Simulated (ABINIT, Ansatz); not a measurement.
# How the form of the self-energy moves the gap of KRb2BiF6 (Fm-3m)

How much does the gap of KRb2BiF6 (Fm-3m) depend on the approximation to the self-energy?

Method: LDA and many-body steps on it, plane waves, in ABINIT 10.8.3.

## (1) The structure

The structure is cubic, space group Fm-3m (No. 225). The conventional cell has a = 9.369 Å, b = 9.369 Å, c = 9.369 Å, α = 90.00°, β = 90.00°, γ = 90.00°. Nearest to K lie 6 F at 2.48 Å. Nearest to Rb lie 12 F at 3.32 Å. Nearest to Bi lie 6 F at 2.20 Å. Nearest to F lie 1 Bi at 2.20 Å and 1 K at 2.48 Å and 4 Rb at 3.32 Å. Farther neighbours and most contacts between anions are not listed.

The cell and positions come from the Crystallography Open Database and are kept as given unless a step says otherwise. Spin-orbit coupling is left out unless a step names it.

## (2) Empty states on the mesh, 2×2×2 mesh, 562 bands

This step: ABINIT 10.8.3; DFT, LDA, plane waves, norm-conserving pseudopotentials.

The sums over transitions need many empty states on a uniform mesh; this step solves for them.

Input file run.abi:

```
acell 3*1.0 Angstrom
rprim 
  -0.000000000000 4.684500000000 4.684500000000
  4.684500000000 -0.000000000000 4.684500000000
  4.684500000000 4.684500000000 -0.000000000000
ntypat 4
znucl 19 37 83 9
natom 10
typat 1 2 2 3 4 4 4 4 4 4
xred 
  0.500000000000 0.500000000000 0.500000000000
  0.250000000000 0.250000000000 0.250000000000
  0.750000000000 0.750000000000 0.750000000000
  -0.000000000000 0.000000000000 -0.000000000000
  0.765000000000 0.235000000000 0.235000000000
  0.235000000000 0.765000000000 0.235000000000
  0.235000000000 0.765000000000 0.765000000000
  0.765000000000 0.235000000000 0.765000000000
  0.235000000000 0.235000000000 0.765000000000
  0.765000000000 0.765000000000 0.235000000000
pp_dirpath "pseudos"
pseudos "K.upf, Rb.upf, Bi.upf, F.upf"
ecut 36
ngkpt 2 2 2
nshiftk 1
shiftk 0 0 0
kptopt 1
chksymbreak 0
iscf -2
irdden 1
istwfk *1
nband 562
nbdbuf 50
tolwfr 1e-09
nstep 60
prtvol 0
indata_prefix "in"
outdata_prefix "out"
tmpdata_prefix "tmp"
```

Launch:

```sh
$ OMP_NUM_THREADS=1 mpirun -n 8 abinit run.abi > log
```

Numbers of over 12 decimals in the logs are rounded to 6 here.

Output:

```text
.Version 10.8.3 of ABINIT. v10.8.2 released Aug 2026.

 Symmetries : space group Fm -3 m (#225); Bravais cF (face-center cubic)
[... echo of the input left out ...]
== DATASET  1 ==================================================================
-   mpi_nproc: 8, omp_nthreads: 1 (-1 if OMP is not activated)
-    --> not optimal distribution: autoparal keyword recommended in input file <--

--- !DatasetInfo
iteration_state: {dtset: 1, }
dimensions: {natom: 10, nkpt: 3, mband: 562, nsppol: 1, nspinor: 1, nspden: 1, mpw: 14344, }
cutoff_energies: {ecut:  36.0, pawecutdg:  -1.0, }
[...]
3.65447    3.65448    3.65448    3.67773    3.67777    3.68591    3.68593    3.68593
   3.68594    3.68596    3.72279    3.77095    3.77333    3.77579    3.78020    3.78626
   3.78909    3.79786
 prteigrs : prtvol=0 or 1, do not print more k-points.

== END DATASET(S) ==============================================================
================================================================================

 -outvars: echo values of variables after computation  --------
            nband         562
             nkpt           3
          spgroup         225
 [... the other variables as echoed above ...]

 Calculation completed.
```

It took 33 min on 8 MPI ranks of Arm Neoverse N1, shared host; peak memory 1.4 GiB.

This step gave:

```
gap                                                           : 4.376 eV
k of the valence top                                          : 0.5, 0, 0
k of the conduction bottom                                    : 0, 0, 0
least direct gap                                              : 4.591 eV
k points computed                                             : 3
lowest point of the top converged band, above the valence top : 93.9266 eV
```

On this mesh the gap is 4.376 eV.

The density comes from a self-consistent run that is not shown.

## (3) Screening, 2×2×2 mesh, 236 bands, screening to 141.5 eV

The RPA dielectric matrix is built and inverted for each q.

This step: RPA screening on LDA, plane waves, norm-conserving pseudopotentials.

run.abi: that of step 2 with these lines changed.

```diff
@@ -28,10 +28,11 @@
 chksymbreak 0
-iscf -2
-irdden 1
 istwfk *1
-nband 562
-nbdbuf 50
-tolwfr 1e-09
-nstep 60
-prtvol 0
+occopt 1
+irdwfk 1
+optdriver 3
+nband 236
+ecuteps 5.2
+inclvkb 2
+awtr 1
+symchi 1
 indata_prefix "in"
```

Output:

```text
.Version 10.8.3 of ABINIT. v10.8.2 released Aug 2026.

 Symmetries : space group Fm -3 m (#225); Bravais cF (face-center cubic)
[... echo of the input left out ...]
== DATASET  1 ==================================================================
-   mpi_nproc: 8, omp_nthreads: 1 (-1 if OMP is not activated)

--- !DatasetInfo
iteration_state: {dtset: 1, }
dimensions: {natom: 10, nkpt: 3, mband: 236, nsppol: 1, nspinor: 1, nspden: 1, mpw: 14344, }
cutoff_energies: {ecut:  36.0, pawecutdg:  -1.0, }
electrons: {nelect:   9.20000000E+01, charge:   0.00000000E+00, occopt:   1.00000000E+00, tsmear:   1.00000000E-02, }

 SCREENING: Calculation of the susceptibility and dielectric matrices

 Based on a program developped by R.W. Godby, V. Olevano, G. Onida, and L. Reining.
 Incorporated in ABINIT by V. Olevano, G.-M. Rignanese, and M. Torrent.
.Using double precision arithmetic ; gwpc =  8

[... cell and pseudopotentials left out ...]
--------------------------------------------------------------------------------

 ==== K-mesh for the wavefunctions ====
 Number of points in the irreducible wedge :     3
[... list of points left out ...]
 Together with 48 symmetry operations and time-reversal symmetry
 yields     8 points in the full Brillouin Zone.

 ==== Q-mesh for the screening function ====
 Number of points in the irreducible wedge :     3
[... list of points left out ...]
 Together with 48 symmetry operations and time-reversal symmetry
 yields     8 points in the full Brillouin Zone.

 setmesh: FFT mesh size selected  =    48x   48x   48
          total number of points  =       110592

 vcoul_init : cutoff-mode = AUXILIARY_FUNCTION
 q-points for optical limit:   1
     1)      0.000010    0.000020    0.000030

- screening: taking advantage of time-reversal symmetry
- Maximum band index for partially occupied states nbvw = 46
- Remaining bands to be divided among processors   nbcw = 190
- Number of bands treated by each node ~23

 Number of electrons calculated from density =   92.0000; Expected =   92.0000
 average of density, n =  0.066309
 r_s =    1.5327
 omega_plasma =   24.8394 [eV]

 calculating chi0 at frequencies [eV] :
  1    0.000000E+00    0.000000E+00
  2    0.000000E+00    2.483941E+01

--------------------------------------------------------------------------------
  q-point number  1        q = ( 0.000000, 0.000000, 0.000000) [r.l.u.]
--------------------------------------------------------------------------------
[... chi0 elements left out ...]
 For q-point:  0.000010 0.000020 0.000030
  dielectric constant =   2.2111
  dielectric constant without local fields =   2.5834

  Average fulfillment of the sum rule on Im[epsilon] for q-point    1 :     54.31  [%]
[... wings left out ...]
  q-point number  2        q = ( 0.500000, 0.000000, 0.000000) [r.l.u.]
--------------------------------------------------------------------------------
[... chi0 elements left out ...]
  Average fulfillment of the sum rule on Im[epsilon] for q-point    2 :     59.04  [%]

 [... 1 further q-points ...]
```

Wall time 5.4 min (8 MPI ranks); peak memory 5.6 GiB; 41 min of CPU time.

Numbers from this step:

```
ε∞ with local fields, on this mesh, along the program's q direction : 2.211
the same without local fields                                       : 2.583
plasma frequency                                                    : 24.84 eV
plane waves in the screening matrix                                 : 749
```

Local fields lower ε∞ by 14 %. On a Γ-centred mesh this coarse the value itself is usually too large, while a short band sum pulls it down.

## (4) G0W0, Godby-Needs plasmon pole

The self-energy is evaluated for the states that the input lists, and the levels follow from it, in one-shot runs by the linearised quasiparticle equation.

This step: G0W0 on LDA, plane waves, norm-conserving pseudopotentials.

run.abi: that of step 3 with these lines changed.

```diff
@@ -31,8 +31,17 @@
 irdwfk 1
-optdriver 3
+optdriver 4
 nband 236
+gwcalctyp 0
+ecutsigx 36
+symsigma 1
+nkptgw 2
+kptgw 
+  0.5000000000 0.0000000000 0.0000000000
+  0.0000000000 0.0000000000 0.0000000000
+bdgw 
+  45 49
+  43 50
 ecuteps 5.2
-inclvkb 2
-awtr 1
-symchi 1
+irdscr 1
+ppmodel 1
 indata_prefix "in"
```

Output:

```text
.Version 10.8.3 of ABINIT. v10.8.2 released Aug 2026.

 Symmetries : space group Fm -3 m (#225); Bravais cF (face-center cubic)
[... echo of the input left out ...]
== DATASET  1 ==================================================================
-   mpi_nproc: 8, omp_nthreads: 1 (-1 if OMP is not activated)

--- !DatasetInfo
iteration_state: {dtset: 1, }
dimensions: {natom: 10, nkpt: 3, mband: 236, nsppol: 1, nspinor: 1, nspden: 1, mpw: 14344, }
cutoff_energies: {ecut:  36.0, pawecutdg:  -1.0, }
electrons: {nelect:   9.20000000E+01, charge:   0.00000000E+00, occopt:   1.00000000E+00, tsmear:   1.00000000E-02, }

 SIGMA: Calculation of the GW corrections

 Based on a program developped by R.W. Godby, V. Olevano, G. Onida, and L. Reining.
 Incorporated in ABINIT by V. Olevano, G.-M. Rignanese, and M. Torrent.
.Using double precision arithmetic ; gwpc =  8

[... cell and pseudopotentials left out ...]
--------------------------------------------------------------------------------

 ==== K-mesh for the wavefunctions ====
 Number of points in the irreducible wedge :     3
[... list of points left out ...]
 Together with 48 symmetry operations and time-reversal symmetry
 yields     8 points in the full Brillouin Zone.

 ==== Q-mesh for screening function ====
 Number of points in the irreducible wedge :     3
[... list of points left out ...]
 Together with 48 symmetry operations and time-reversal symmetry
 yields     8 points in the full Brillouin Zone.

 vcoul_init : cutoff-mode = AUXILIARY_FUNCTION
 q-points for optical limit:   1
     1)      0.000010    0.000020    0.000030
 setmesh: FFT mesh size selected  =    72x   72x   72
          total number of points  =       373248

 Number of electrons calculated from density =   92.0000; Expected =   92.0000
 average of density, n =  0.066309
 r_s =    1.5327
 omega_plasma =   24.8394 [eV]

 === KS Band Gaps ===
  >>>> For spin  1
   Minimum direct gap =   4.5911 [eV], located at k-point      :   0.5000  0.0000  0.0000
   Fundamental gap    =   4.3761 [eV], Top of valence bands at :   0.5000  0.0000  0.0000
                                       Bottom of conduction at :   0.0000  0.0000  0.0000
 SIGMA fundamental parameters:
 PLASMON POLE MODEL  1
 number of plane-waves for SigmaX                14331
 number of plane-waves for SigmaC and W            749
 number of plane-waves for wavefunctions         14331
 number of bands                                   236
 number of independent spin polarizations            1
 number of spinorial components                      1
 number of k-points in IBZ                           3
 number of q-points in IBZ                           3
 number of symmetry operations                      48
 number of k-points in BZ                            8
 number of q-points in BZ                            8
 number of frequencies for dSigma/dE                 9
 frequency step for dSigma/dE [eV]                0.25
 number of omega for Sigma on real axis              0
 max omega for Sigma on real axis  [eV]           0.00
 zcut for avoiding poles [eV]                     0.10

 EPSILON^-1 parameters (SCR file):
 dimension of the eps^-1 matrix on file            749
 dimension of the eps^-1 matrix used               749
 number of plane-waves for wavefunctions         14331
 number of bands                                   236
 number of q-points in IBZ                           3
 number of frequencies                               2
 number of real frequencies                          1
 number of imag frequencies                          1

 matrix elements of self-energy operator (all in [eV])

 Perturbative Calculation

--- !SelfEnergy_ee
iteration_state: {dtset: 1, }
kpoint     : [   0.500,    0.000,    0.000, ]
spin       : 1
KS_gap     :    4.591
QP_gap     :    7.395
Delta_QP_KS:    2.804
data: !SigmaeeData |
     Band     E0 <VxcDFT>   SigX SigC(E0)      Z dSigC/dE  Sig(E)    E-E0       E
       45  -1.465 -21.669 -29.057   5.441   0.786  -0.273 -23.198  -1.529  -2.995
       46   0.959 -22.079 -26.483   3.390   0.818  -0.222 -22.909  -0.830   0.130
       47   5.550 -11.877  -7.411  -2.211   0.875  -0.142  -9.902   1.974   7.524
       48   6.455 -14.195  -9.455  -2.056   0.865  -0.156 -11.874   2.321   8.776
       49   6.455 -14.195  -9.455  -2.056   0.865  -0.156 -11.874   2.321   8.776

--- !SelfEnergy_ee
iteration_state: {dtset: 1, }
kpoint     : [   0.000,    0.000,    0.000, ]
spin       : 1
KS_gap     :    4.885
QP_gap     :    7.471
Delta_QP_KS:    2.586
data: !SigmaeeData |
     Band     E0 <VxcDFT>   SigX SigC(E0)      Z dSigC/dE  Sig(E)    E-E0       E
       43  -1.366 -21.904 -29.292   5.467   0.785  -0.273 -23.413  -1.509  -2.875
[...]
48   6.188 -13.061  -8.374  -2.155   0.871  -0.148 -10.856   2.205   8.393
       49   6.188 -13.061  -8.374  -2.155   0.871  -0.148 -10.856   2.205   8.393
       50   6.188 -13.061  -8.374  -2.155   0.871  -0.148 -10.856   2.205   8.393

== END DATASET(S) ==============================================================
================================================================================

 -outvars: echo values of variables after computation  --------
           etotal      0.0000000000E+00
            nband         236
             nkpt           3
          spgroup         225
 [... the other variables as echoed above ...]

 Calculation completed.
```

It took 2 min on 8 MPI ranks; peak memory 4.7 GiB.

This step gave:

- G0W0 gap on the points computed: 6.926 eV
- starting gap on the mesh: 4.376 eV
- k of the valence top: 0.5, 0, 0
- k of the conduction bottom: 0, 0, 0
- Z at the valence top: 0.818
- Z at the conduction bottom: 0.89
- least direct G0W0 gap on the computed points: 7.394 eV

The gap on the mesh goes from 4.38 eV to 6.93 eV, a correction of +2.55 eV.

## (5) G0W0, von der Linden-Horsch plasmon pole

run.abi: that of step 4 with these lines changed.

```diff
@@ -45,3 +45,3 @@
 irdscr 1
-ppmodel 1
+ppmodel 3
 indata_prefix "in"
```

Output:

```text
.Version 10.8.3 of ABINIT. v10.8.2 released Aug 2026.

 Symmetries : space group Fm -3 m (#225); Bravais cF (face-center cubic)
[... echo of the input left out ...]
== DATASET  1 ==================================================================
-   mpi_nproc: 8, omp_nthreads: 1 (-1 if OMP is not activated)

--- !DatasetInfo
iteration_state: {dtset: 1, }
dimensions: {natom: 10, nkpt: 3, mband: 236, nsppol: 1, nspinor: 1, nspden: 1, mpw: 14344, }
cutoff_energies: {ecut:  36.0, pawecutdg:  -1.0, }
electrons: {nelect:   9.20000000E+01, charge:   0.00000000E+00, occopt:   1.00000000E+00, tsmear:   1.00000000E-02, }

 SIGMA: Calculation of the GW corrections

 Based on a program developped by R.W. Godby, V. Olevano, G. Onida, and L. Reining.
 Incorporated in ABINIT by V. Olevano, G.-M. Rignanese, and M. Torrent.
.Using double precision arithmetic ; gwpc =  8

[... cell and pseudopotentials left out ...]
--------------------------------------------------------------------------------

 ==== K-mesh for the wavefunctions ====
 Number of points in the irreducible wedge :     3
[... list of points left out ...]
 Together with 48 symmetry operations and time-reversal symmetry
 yields     8 points in the full Brillouin Zone.

 ==== Q-mesh for screening function ====
 Number of points in the irreducible wedge :     3
[... list of points left out ...]
 Together with 48 symmetry operations and time-reversal symmetry
 yields     8 points in the full Brillouin Zone.

 vcoul_init : cutoff-mode = AUXILIARY_FUNCTION
 q-points for optical limit:   1
     1)      0.000010    0.000020    0.000030
 setmesh: FFT mesh size selected  =    72x   72x   72
          total number of points  =       373248

 Number of electrons calculated from density =   92.0000; Expected =   92.0000
[...]
number of omega for Sigma on real axis              0
 max omega for Sigma on real axis  [eV]           0.00
 zcut for avoiding poles [eV]                     0.10

 EPSILON^-1 parameters (SCR file):
 dimension of the eps^-1 matrix on file            749
 dimension of the eps^-1 matrix used               749
 number of plane-waves for wavefunctions         14331
 number of bands                                   236
 number of q-points in IBZ                           3
 number of frequencies                               2
 number of real frequencies                          1
 number of imag frequencies                          1

 matrix elements of self-energy operator (all in [eV])

 Perturbative Calculation

--- !SelfEnergy_ee
iteration_state: {dtset: 1, }
kpoint     : [   0.500,    0.000,    0.000, ]
spin       : 1
KS_gap     :    4.591
QP_gap     :    7.476
Delta_QP_KS:    2.885
data: !SigmaeeData |
     Band     E0 <VxcDFT>   SigX SigC(E0)      Z dSigC/dE  Sig(E)    E-E0       E
       45  -1.465 -21.669 -29.057   5.289   0.890  -0.124 -23.537  -1.868  -3.333
       46   0.959 -22.079 -26.483   3.368   0.897  -0.115 -23.008  -0.929   0.030
       47   5.550 -11.877  -7.411  -2.371   0.934  -0.071  -9.920   1.956   7.507
[...]
--- !SelfEnergy_ee
iteration_state: {dtset: 1, }
kpoint     : [   0.000,    0.000,    0.000, ]
spin       : 1
KS_gap     :    4.885
QP_gap     :    7.522
Delta_QP_KS:    2.638
data: !SigmaeeData |
     Band     E0 <VxcDFT>   SigX SigC(E0)      Z dSigC/dE  Sig(E)    E-E0       E
[...]
49   6.188 -13.061  -8.374  -2.297   0.931  -0.075 -10.838   2.224   8.412
       50   6.188 -13.061  -8.374  -2.297   0.931  -0.075 -10.838   2.224   8.412

== END DATASET(S) ==============================================================
================================================================================

 -outvars: echo values of variables after computation  --------
           etotal      0.0000000000E+00
            nband         236
             nkpt           3
          spgroup         225
 [... the other variables as echoed above ...]

 Calculation completed.
```

It took 71 s on 8 MPI ranks; peak memory 4.1 GiB.

This step gave:

* G0W0 gap on the points computed: 6.923 eV
* starting gap on the mesh: 4.376 eV
* k of the valence top: 0.5, 0, 0
* k of the conduction bottom: 0, 0, 0
* Z at the valence top: 0.897
* Z at the conduction bottom: 0.944
* least direct G0W0 gap on the computed points: 7.477 eV

Against G0W0 in ABINIT (2×2×2 mesh, 236 bands, screening to 141.5 eV, Godby-Needs plasmon pole), the gap moves by −0.003 eV.

## (6) G0W0, Engel-Farid plasmon pole

run.abi: that of step 5 with these lines changed.

```diff
@@ -45,3 +45,3 @@
 irdscr 1
-ppmodel 3
+ppmodel 4
 indata_prefix "in"
```

Output:

```text
.Version 10.8.3 of ABINIT. v10.8.2 released Aug 2026.

 Symmetries : space group Fm -3 m (#225); Bravais cF (face-center cubic)
[... echo of the input left out ...]
== DATASET  1 ==================================================================
-   mpi_nproc: 8, omp_nthreads: 1 (-1 if OMP is not activated)

--- !DatasetInfo
iteration_state: {dtset: 1, }
dimensions: {natom: 10, nkpt: 3, mband: 236, nsppol: 1, nspinor: 1, nspden: 1, mpw: 14344, }
cutoff_energies: {ecut:  36.0, pawecutdg:  -1.0, }
[...]
Band     E0 <VxcDFT>   SigX SigC(E0)      Z dSigC/dE  Sig(E)    E-E0       E
[...]
49   6.188 -13.061  -8.374  -2.199   0.883  -0.133 -10.864   2.197   8.385
       50   6.188 -13.061  -8.374  -2.199   0.883  -0.133 -10.864   2.197   8.385

== END DATASET(S) ==============================================================
================================================================================

 -outvars: echo values of variables after computation  --------
           etotal      0.0000000000E+00
            nband         236
             nkpt           3
          spgroup         225
 [... the other variables as echoed above ...]

 Calculation completed.
```

Run time: 65 s. Hardware: 8 MPI ranks; peak memory 4.2 GiB; 8.7 min of CPU time.

Numbers from this step:

* G0W0 gap on the points computed: 6.915 eV
* starting gap on the mesh: 4.376 eV
* k of the valence top: 0.5, 0, 0
* k of the conduction bottom: 0, 0, 0
* least direct G0W0 gap on the computed points: 7.403 eV

Against G0W0 in ABINIT (2×2×2 mesh, 236 bands, screening to 141.5 eV, Godby-Needs plasmon pole), the gap moves by −0.011 eV.

(Part 1 of 2 ends here.)

[Paths, hosts, dates, memory and timing lines, banners, echoed tables and standing remarks are left out of the program output.]

[Logs are printed without paths, hosts, clocks, repeated set-up lines and the standing remarks that a program may print on its own settings, such as how far it seeks lower states.]

[Runs of the session that timed out or met a known fault of the program may be left out.]

[Hosts, paths, dates, database ids (printed as entryN), source tags and the programs' standing remarks are cut or masked in the printed files.]

[G0W0 gaps are taken among the corrected bands and points alone; a level outside them can change the order at an edge.]

[Where Ansatz stands beside ABINIT at settings called matched, ABINIT's density can come from a denser mesh and the files from another edition; pairs whose starting gaps differed by over 0.03 eV were left out, so agreement reads better than it is.]
